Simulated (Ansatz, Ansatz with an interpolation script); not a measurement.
An input for Ansatz 0.2.0 (TiO2 (Rutile)):

```yaml
crystal:
  lattice:
    - [4.5922, 0.0, 0.0]
    - [0.0, 4.5922, 0.0]
    - [0.0, 0.0, 2.9574]
  atoms:
    - { symbol: Ti, position: [0.0, 0.0, 0.0] }
    - { symbol: Ti, position: [0.5, 0.5, 0.5] }
    - { symbol: O, position: [0.30496, 0.30496, 0.0] }
    - { symbol: O, position: [0.19504, 0.80496, 0.5] }
    - { symbol: O, position: [0.69504, 0.69504, 0.0] }
    - { symbol: O, position: [0.80496, 0.19504, 0.5] }
kpoints:
  mp_grid: { grid: [4, 4, 6] }
hamiltonian:
  xc: lda
  pseudopotentials: { kind: paw, azcp: { folder: soft_1 }, xc_functional: pbe }
scf:
  occupations: { method: fixed }
  n_extra_bands: 33
output:
  wannier:
    kmesh: [8, 8, 12]
    projections: [{ species: O, l: p, shell: 2 }, { species: Ti, l: d, shell: 3 }]
    minimise: true
    write_hr: true
    seedname: w
    conv_tol: 1.0e-06
    max_iter: 20000
    stability_check: false
    disentanglement:
      window: [2.71, 17.3]
      frozen_window: [2.71, 13.51]
      conv_tol: 1.0e-08
```

```sh
ansatz run input.yaml --threads 3 --pin off --max-ram 92160MiB --backend cuda --events-out ev --progress --plain --runs-dir out --devices 1 --max-vram 13GiB
```

**Question.** How long will it take on 1 × NVIDIA H100 80GB HBM3 (shared by 6 runs) with 3 threads of AMD EPYC 7R13 (Zen 3), shared host, and how much memory?

It took 33 s; on shared hardware allow 16 s to 66 s. Peak host memory was 1.2 GiB.

[Paths, hosts, dates, memory and timing lines, banners, echoed tables and standing remarks are left out of the program output.]

[Logs are printed without paths, hosts, clocks, repeated set-up lines and the standing remarks that a program may print on its own settings, such as how far it seeks lower states.]

[Runs of the session that timed out or met a known fault of the program may be left out.]

[Hosts, paths, dates, database ids (printed as entryN), source tags and the programs' standing remarks are cut or masked in the printed files.]
